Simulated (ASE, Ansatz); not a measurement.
**Energy and forces of twisted 1T-TiS2 bilayer, 3.89° (1302 atoms)**

Wanted: forces and levels of twisted 1T-TiS2 bilayer, 3.89° (1302 atoms).

Main program and level: Ansatz 0.2.0; Kohn-Sham DFT, PBEsol, PAW (set soft_2), localised support functions (medium).

## (1) Set-up

The cell holds 1302 atoms: 434 Ti and 868 S. Its edges and angles: a = 50.232 Å, b = 50.232 Å, c = 20.860 Å, α = 90.0°, β = 90.0°, γ = 120.0°. It derives from TiS2 (1T-TiS2). 1T-TiS2 (a = 3.41 Å) under 1T-TiS2 (a = 3.41 Å), bilayer, commensurate cell of 217 unit cells a layer, twist 3.89 deg; facing planes 3.14 Å apart; 12 Å of vacuum; layers as built, displaced by a Gaussian of 0.01 Å. Regions: layer 1, 651 atoms (217 Ti and 434 S); layer 2, 651 atoms (217 Ti and 434 S). Vacuum lies along c.

What the set-up can't give: The functional has no dispersion term, which matters for the binding between molecules or layers. Beside vacuum, support functions can miss their usual error bounds without a warning. The main run has no spin polarisation, so moments on Ti can't form in it, and no Hubbard term. Sampling is at Γ alone, for a cell whose shortest periodic width is 44 Å.

## (2) Support functions medium

One self-consistent run at the given positions yields energy and forces.

Input file input.yaml:

```yaml
crystal:
  lattice:
    - [50.2324, 0.0, 0.0]
    - [-25.1162, 43.50253, 0.0]
    - [0.0, 0.0, 20.86]
  atoms:
    - { symbol: Ti, position: [0.00423, 0.88477, 0.35577] }
    - { symbol: S, position: [0.04282, 0.92426, 0.4247] }
    - { symbol: S, position: [0.04498, 0.88677, 0.28765] }
    - { symbol: Ti, position: [0.0411, 0.9634, 0.35571] }
    - { symbol: S, position: [0.07963, 0.00278, 0.42478] }
    - { symbol: S, position: [0.08113, 0.96478, 0.28787] }
    - { symbol: Ti, position: [0.00916, 0.76967, 0.35657] }
    - { symbol: S, position: [0.0476, 0.80958, 0.42485] }
    - { symbol: S, position: [0.04875, 0.77111, 0.28765] }
    - { symbol: Ti, position: [0.04624, 0.84832, 0.35631] }
    - { symbol: S, position: [0.08427, 0.88776, 0.42472] }
    - { symbol: S, position: [0.08609, 0.84969, 0.28666] }
    - { symbol: Ti, position: [0.08317, 0.92616, 0.35637] }
    - { symbol: S, position: [0.12126, 0.96628, 0.42405] }
    - { symbol: S, position: [0.12317, 0.9281, 0.28741] }
    - { symbol: Ti, position: [0.01371, 0.65404, 0.35602] }
    - { symbol: S, position: [0.05258, 0.69446, 0.42499] }
    - { symbol: S, position: [0.05381, 0.65566, 0.28728] }
    - { symbol: Ti, position: [0.05046, 0.73252, 0.35711] }
    - { symbol: S, position: [0.0888, 0.77257, 0.42485] }
    - { symbol: S, position: [0.09034, 0.73375, 0.28742] }
    - { symbol: Ti, position: [0.08747, 0.81122, 0.3556] }
    - { symbol: S, position: [0.12611, 0.85081, 0.42555] }
    - { symbol: S, position: [0.12745, 0.81256, 0.28715] }
    - { symbol: Ti, position: [0.12474, 0.88948, 0.35593] }
    - { symbol: S, position: [0.16254, 0.92932, 0.42463] }
    - { symbol: S, position: [0.16446, 0.89108, 0.28761] }
    - { symbol: Ti, position: [0.16124, 0.96772, 0.35619] }
    - { symbol: S, position: [0.19956, 0.00758, 0.42442] }
    - { symbol: S, position: [0.20133, 0.96968, 0.28704] }
    - { symbol: Ti, position: [0.01814, 0.53901, 0.35664] }
    - { symbol: S, position: [0.0566, 0.57949, 0.42425] }
    [... 1264 atom lines left out ...]
    - { symbol: Ti, position: [0.83475, 0.19036, 0.6438] }
    - { symbol: S, position: [0.87441, 0.2285, 0.7121] }
    - { symbol: S, position: [0.87315, 0.18852, 0.57567] }
    - { symbol: Ti, position: [0.82935, 0.07, 0.64395] }
    - { symbol: S, position: [0.86984, 0.10857, 0.71237] }
    - { symbol: S, position: [0.86863, 0.06895, 0.57561] }
kpoints:
  mp_grid: { grid: [1, 1, 1] }
hamiltonian:
  xc: pbesol
scf:
  occupations: { method: fermi_dirac, width: 0.05 }
  eigensolver: { kind: { support_functions: { accuracy: medium } } }
  mixing: { beta: 0.2 }
  max_iter: 150
output:
  forces: true
```

Command:

```console
$ ansatz run input.yaml --threads 32 --pin off --max-ram 92160MiB --backend cuda --events-out ev --progress --plain --runs-dir out --max-vram 78GiB
```

Numbers of over 12 decimals in the logs are rounded to 6 here.

The log of the run:

```text
Warning: scf.eigensolver.kind.support_functions: disabling space-group detection — the functions' gradient is summed over unrotated k-points, so no spatial operation reduces the k-mesh or symmetrises the density; time reversal is kept, so that k and −k are solved as one point where they differ and the mesh holds both, and exact exchange and, on two spinor components, a DFT+U term hold to it where the run has them: [...]
settings of this run that can trade accuracy for cost: scf.eigensolver.kind.support_functions [...]
Engine: ansatz 0.2.0, aarch64-unknown-linux-gnu
Pseudopotentials: kind: paw
Pseudopotential: Ti, paw, valence charge 12, recommended cutoff 420 eV (normal), Ti.paw.azcp
Pseudopotential: S, paw, valence charge 6, recommended cutoff 420 eV (normal), S.paw.azcp
[... 3 lines on functional and potentials left out ...]
device memory: the entry about to start is reckoned to put 47.5 GiB on a device that reports 177.9 GiB free (of which the cap on the GPU budget leaves the run 78.0 GiB)
GPU FFT provider: cuFFT
GPU libraries: cuBLAS 13.8.1, cuFFT 12.4.0, cuSOLVER 12.3.2
GPU matrix products: emulated (plane waves: as basis.precision tells), large ones in fixed point in workspaces of 1.00 GiB
Crystal: 1302 atoms, lattice volume = 45584.033 Å³
Basis set: ecut = 420 eV, 890823 PW (Γ), exchange–correlation on 720×720×288 points (8 copies of the dense FFT grid, shifted against one another)
Bands: 6250, of which v1, the nominal top of the filled ones, is band 5208 counted from 1 (5207 counted from 0)
Symmetry: 1 space group operations
k-points: 1
[... 7 lines on functional and potentials left out ...]
Initial density: superposition of atomic densities (neutral atoms: chi_scale 0, normalization atom)
Initial wavefunctions: pseudopotential atomic-orbital guess
GPU buffer pool allocated for 18662400 grid points (all kernels)
Functional: x = pbesol(κ = 0.804, μ = 0.123457), c = pbesol(β = 0.046)
SCF iter   1: F=—  HF=-1843509.626733 eV  |F-HF|=—  |Δ(HF+E_count)|=         —  Δρ=4.75e-2  dr2=1.40e3  ethr=1.00e-1
preconditioner: auto → Resta (q_TF=auto, 2.133 Å⁻¹)  ε∞=17.0  [insulator: Δε(μ)=0.852 eV  Ē_g=7.245 eV  σ=0.050 eV  W_gap=1.00  n_scr=7466 (ndim 8)  ℏωp=14.5 eV  f_vac=0.412  D(μ)=0.09/eV (n_scr^D=0)  ε∞_Penn≈5.0  vacuum switching on, ρ_ref=9.5e-4 e/Å³]
SCF iter   2: F=—  HF=-1843646.299003 eV  |F-HF|=—  |Δ(HF+E_count)|=    1.37e2  Δρ=3.26e-2  dr2=6.40e2  ethr=1.34e-2
preconditioner: auto → Resta (q_TF=auto, 2.133 Å⁻¹)  ε∞=10.2  [insulator: Δε(μ)=0.400 eV  Ē_g=6.741 eV  σ=0.050 eV  W_gap=0.96  n_scr=7466 (ndim 8)  ℏωp=14.5 eV  f_vac=0.413  D(μ)=7.84/eV (n_scr^D=6)  ε∞_Penn≈5.6  vacuum switching off (levels at the Fermi level)]
SCF iter   3: F=—  HF=-1843583.078659 eV  |F-HF|=—  |Δ(HF+E_count)|=    6.32e1  Δρ=2.19e-2  dr2=3.66e2  ethr=6.14e-3  κ⁻¹=1.0e0(r=1)
SCF iter   4: F=—  HF=-1843534.857770 eV  |F-HF|=—  |Δ(HF+E_count)|=    4.82e1  Δρ=1.39e-2  dr2=2.20e2  ethr=3.51e-3  κ⁻¹=5.6e-3(r=2)
SCF iter   5: F=—  HF=-1843491.475117 eV  |F-HF|=—  |Δ(HF+E_count)|=    4.34e1  Δρ=7.05e-3  dr2=3.93e1  ethr=2.11e-3  κ⁻¹=3.9e-5(r=3)
SCF iter   6: F=—  HF=-1843491.625555 eV  |F-HF|=—  |Δ(HF+E_count)|=   1.50e-1  Δρ=5.87e-3  dr2=3.14e1  ethr=3.78e-4  κ⁻¹=2.4e-5(r=4)
SCF iter   7: F=—  HF=-1843488.214418 eV  |F-HF|=—  |Δ(HF+E_count)|=    3.41e0  Δρ=2.02e-3  dr2=6.47e0  ethr=3.01e-4  κ⁻¹=2.0e-5(r=5)
SCF iter   8: F=—  HF=-1843487.733951 eV  |F-HF|=—  |Δ(HF+E_count)|=   4.80e-1  Δρ=2.28e-3  dr2=5.28e0  ethr=6.21e-5  κ⁻¹=1.9e-5(r=6)
SCF iter   9: F=—  HF=-1843487.896641 eV  |F-HF|=—  |Δ(HF+E_count)|=   1.63e-1  Δρ=2.44e-3  dr2=5.79e0  ethr=5.07e-5  κ⁻¹=9.0e-6(r=7)
SCF iter  10: F=—  HF=-1843487.101489 eV  |F-HF|=—  |Δ(HF+E_count)|=   7.95e-1  Δρ=1.23e-3  dr2=1.79e0  ethr=5.07e-5  κ⁻¹=4.4e-6(r=7)
[...]
SCF iter  19: F=—  HF=-1843487.749759 eV  |F-HF|=—  |Δ(HF+E_count)|=   7.18e-2  Δρ=9.61e-5  dr2=6.32e-3  ethr=1.16e-7  κ⁻¹=1.9e-5(r=7)
SCF iter  20: F=—  HF=-1843487.867887 eV  |F-HF|=—  |Δ(HF+E_count)|=   1.18e-1  Δρ=6.29e-5  dr2=3.21e-3  ethr=6.06e-8  κ⁻¹=4.8e-6(r=7)
SCF iter  21: F=—  HF=-1843487.895831 eV  |F-HF|=—  |Δ(HF+E_count)|=   2.79e-2  Δρ=3.19e-5  dr2=7.43e-4  ethr=3.08e-8  κ⁻¹=1.6e-5(r=7)
SCF iter  22: F=—  HF=-1843487.913936 eV  |F-HF|=—  |Δ(HF+E_count)|=   1.81e-2  Δρ=2.30e-5  dr2=3.60e-4  ethr=7.13e-9  κ⁻¹=2.2e-5(r=7)
SCF iter  23: F=—  HF=-1843487.932488 eV  |F-HF|=—  |Δ(HF+E_count)|=   1.86e-2  Δρ=1.12e-5  dr2=1.51e-4  ethr=3.45e-9  κ⁻¹=7.2e-5(r=7)
SCF iter  24: F=—  HF=-1843487.944985 eV  |F-HF|=—  |Δ(HF+E_count)|=   1.25e-2  Δρ=8.14e-6  dr2=8.10e-5  ethr=1.45e-9  κ⁻¹=4.0e-5(r=7)
SCF iter  25: F=—  HF=-1843487.955264 eV  |F-HF|=—  |Δ(HF+E_count)|=   1.03e-2  Δρ=7.24e-6  dr2=3.30e-5  ethr=7.77e-10  κ⁻¹=2.7e-5(r=7)
SCF iter  26: F=—  HF=-1843487.961920 eV  |F-HF|=—  |Δ(HF+E_count)|=   6.66e-3  Δρ=3.93e-6  dr2=1.17e-5  ethr=3.17e-10  κ⁻¹=2.1e-5(r=7)
SCF iter  27: F=—  HF=-1843487.962591 eV  |F-HF|=—  |Δ(HF+E_count)|=   6.71e-4  Δρ=3.28e-6  dr2=6.12e-6  ethr=1.12e-10  κ⁻¹=2.8e-5(r=7)
SCF iter  28: F=-1843487.963315 eV  HF=-1843487.963068 eV  |F-HF|=2.47e-4  |Δ(HF+E_count)|=   4.77e-4  Δρ=2.41e-6  dr2=2.58e-6  ethr=5.88e-11
SCF 1 converged in 28 iterations: F = -1843488.153433 eV  dr2 = 2.58e-6
  greatest PAW one-centre occupation: 0.999 electrons in one spin orbital (limit 2), on the Ti atom at site 765 (counted from 0), in its partial waves of l = 0
SCF converged after 28 iterations
Stability not checked: this state was not tested for a lower state beside it, because the mixer in use, unlike msr1, does not test its closes by its own steps (another_mixer; see scf.mixing.algorithm and scf.lower_state_search)
Free energy (F): -1843488.153433 eV
Harris-Foulkes:  -1843488.153186 eV  (|F-HF|=2.47e-4)
Internal energy: -1843486.878644 eV  (E = F + TS)
E sigma→0 (E₀):  -1843487.516038 eV
Entropy (-TS):   -1.274790 eV (-0.979 meV/atom)
Fermi energy:    1.536535 eV
--- Per-component energies (eV) ---
  E_band       = -157281.637960
  E_kinetic    = 209815.486940
  E_local      = -4134420.106563  (includes V_loc(G=0)·N_el)
  E_nonlocal   = 27883.706094
  E_softening  = -0.323081  (part of E_nonlocal)
  E_grid_corr  = -0.066727  (part of E_nonlocal)
  E_hartree    = 1972634.846508
  E_xc         = -125410.030613
  E_vxc        = -128559.916472  (∫ρ·V_xc dr)
  E_paw        = -950166.756827  (= ΣΔE_a)
  E_vpaw       = -77271.535439  (= ΣTr[D̂ρ^β])
  E_aug_tail   = 0.056242  (compensation charges beyond the density's cutoff)
  E_ewald      = 1156061.844909
  E_core_change = 114.264786  (= ΣΔE_core)
  E_smearing   = -1.274790  (= −TS)
  E_closure    = 0.000000  (closes the sum)
  E_support_correction = -0.190118  (second-order, or where that is not computed along the SCF)
  E_support_correction_error = 1.9e-2  (of E_support_correction; not in F)
  Σ components = -1843488.153433   (vs F -1843488.153433, Δ=0.00e0)
--- Forces (eV/Å), atoms counted from 1 ---
[... 1302 lines of forces left out ...]
  max |Σ_I F_I| component: 2.85e-2 eV/Å
--- Band table (eV) ---
[... left out ...]
  guard bands above this table: 905 of the run's 6250 bands (output.publish_guard_bands: true publishes all)
```

Elapsed: 73 s, on 1 × NVIDIA GB200 with 32 threads of Arm Neoverse V2, shared host; peak memory 9.1 GiB.

That memory is the host's; the program planned up to 47.5 GiB on the GPU. Forces of this run were stored rounded, and per-atom blocks of the log weren't kept.

The program notes that the band table was not solved further than the SCF left it and it switched symmetry off. Further notices: vacuum switching off with vacuum.

The run gave:

```
free energy                             : -1843488.1534 eV
free energy per atom                    : -1415.8895 eV/atom
SCF cycles                              : 28
r.m.s. force component                  : 0.2067 eV/Å
longest force                           : 0.6851 eV/Å
Fermi energy                            : 1.537 eV
levels partly filled by over 2 per cent : 34
```

Length of the force by element:

```tsv
element	coordination	atoms	mean length of the force (eV/Å)	spread	least	most
S	all	868	0.406	0.0998	0.139	0.685
Ti	all	434	0.170	0.0723	0.0076	0.451
```

The levels nearest the highest filled one (over half full), pooled over k-points and spins:

```tsv
level less the highest filled one (eV)	occupation
-0.012	1.98
-0.0093	1.98
-0.0056	1.98
-0.004	1.98
-0.0021	1.98
0	1.98
0.259	0.71
0.260	0.698
0.262	0.678
0.288	0.469
0.290	0.455
0.291	0.448
```

## (3) Structure statistics

These statistics describe the geometry on which the runs were made.

Normalised to the volume that the atoms fill. Pair distribution functions g(r), in bins of 0.1 Å:

```tsv
r (Å)	total	S-S	S-Ti	Ti-Ti
2.25	0.00	0.00	0.00	0.00
2.35	0.09	0.00	0.20	0.00
2.45	9.77	0.00	22.00	0.00
2.55	0.00	0.00	0.00	0.00
2.65	0.00	0.00	0.00	0.00
2.75	0.00	0.00	0.00	0.00
2.85	0.00	0.00	0.00	0.00
2.95	0.00	0.00	0.00	0.00
3.05	0.00	0.00	0.00	0.00
3.15	0.06	0.13	0.00	0.00
3.25	0.09	0.21	0.00	0.00
3.35	1.89	2.91	0.00	5.39
3.45	8.16	14.10	0.00	17.10
3.55	0.13	0.30	0.00	0.00
3.65	0.09	0.20	0.00	0.00
3.75	0.07	0.17	0.00	0.00
3.85	0.08	0.19	0.00	0.00
3.95	0.08	0.18	0.00	0.00
4.05	0.07	0.17	0.00	0.00
4.15	2.67	0.16	5.86	0.00
4.25	0.79	0.15	1.62	0.00
4.35	0.08	0.17	0.00	0.00
4.45	0.06	0.14	0.00	0.00
4.55	0.11	0.15	0.10	0.00
4.65	0.19	0.15	0.28	0.00
4.75	0.19	0.14	0.29	0.00
4.85	1.40	2.88	0.27	0.00
4.95	0.20	0.17	0.28	0.00
5.05	0.17	0.13	0.26	0.00
5.15	0.18	0.13	0.27	0.00
5.25	0.18	0.13	0.27	0.00
5.35	1.98	0.12	4.34	0.00
5.45	2.34	0.12	5.14	0.00
5.55	0.17	0.12	0.26	0.00
5.65	0.16	0.12	0.23	0.00
5.75	0.16	0.12	0.24	0.00
5.85	0.99	1.38	0.22	2.49
5.95	3.49	6.34	0.23	5.08
6.05	0.29	0.33	0.23	0.40
6.15	0.30	0.33	0.23	0.45
6.25	0.29	0.33	0.22	0.44
6.35	0.28	0.33	0.20	0.41
6.45	0.29	0.32	0.23	0.44
6.55	0.27	0.31	0.21	0.36
```

Bonds by pair of elements; cutoffs follow the first minimum of g(r), held within bounds set by covalent radii, and pairs that aren't listed don't count as bonded:

```tsv
pair A-B	cutoff (Å)	bonds	mean length (Å)	spread (Å)	shortest (Å)	B about A	A about B
S-Ti	3.1	2604	2.43	0.014	2.38	3	6
```

How many atoms have how many bonded neighbours:

```tsv
element	mean	3	6
S	3	868	0
Ti	6	0	434
```

Bond angles, per cent of each kind in bins of 5°:

```tsv
angle (°)	S-Ti-S	Ti-S-Ti
85–90	40.1	98.6
90–95	39.9	1.4
95–100	0.0	0.0
100–105	0.0	0.0
105–110	0.0	0.0
110–115	0.0	0.0
115–120	0.0	0.0
120–125	0.0	0.0
125–130	0.0	0.0
130–135	0.0	0.0
135–140	0.0	0.0
140–145	0.0	0.0
145–150	0.0	0.0
150–155	0.0	0.0
155–160	0.0	0.0
160–165	0.0	0.0
165–170	0.0	0.0
170–175	0.0	0.0
175–180	20.0	0.0
```

Bond angles (no mean is given where the spread exceeds 20°):

```tsv
angle	count	mean (°)	spread (°)
S-Ti-S	6510	-	-
Ti-S-Ti	2604	89	0.5
```

First main peaks of g(r), for some of the pairs, lie near 3.43 Å (S-S), 2.43 Å (S-Ti) and 3.41 Å (Ti-Ti). By these cutoffs all S atoms have 3 and all Ti atoms have 6 bonded neighbours.

Local excerpt of 13 atoms (numbers count through the whole input) about Ti673, picked at random; x, y, z are measured from there.

```tsv
atom	x	y	z	distance (Å)	bonds
Ti673	0.00	0.00	0.00	0.00	6
S660	-1.04	-1.65	-1.41	2.41	3
S663	-0.93	1.74	-1.41	2.43	3
S659	-1.96	0.08	1.43	2.43	3
S675	1.98	-0.06	-1.43	2.44	3
S674	1.06	1.67	1.46	2.46	3
S671	0.93	-1.75	1.46	2.46	3
Ti688	2.89	-1.79	0.03	3.40	6
Ti661	-2.88	1.82	0.01	3.41	6
Ti658	-3.02	-1.59	0.01	3.41	6
Ti922	0.11	3.41	0.02	3.41	6
Ti691	3.01	1.62	0.03	3.41	6
Ti670	-0.12	-3.41	0.01	3.42	6
```

The column of bonds counts only the pairs S-Ti within 3.10 Å; other neighbours, such as metal atoms beside each other in a compound, aren't counted, and periodic images can show an atom twice.

## (4) Results

| Quantity | Value |
| --- | --- |
| free energy per atom | -1415.8895 eV/atom |
| r.m.s. force component | 0.2067 eV/Å |
| wall time of the 1 DFT run | 73 s |

**Reading.** Levels near the Fermi energy are neither full nor empty under the smearing, so no gap is quoted. By these cutoffs all S atoms have 3 and all Ti atoms have 6 bonded neighbours.

What to keep in mind: The geometry was built by rule, was displaced at random and isn't relaxed at this level: its force components are 0.21 eV/Å r.m.s.

[Logs are printed without paths, hosts, clocks, repeated set-up lines and the standing remarks that a program may print on its own settings, such as how far it seeks lower states.]

[Hosts, paths, dates, database ids (printed as entryN), source tags and the programs' standing remarks are cut or masked in the printed files.]
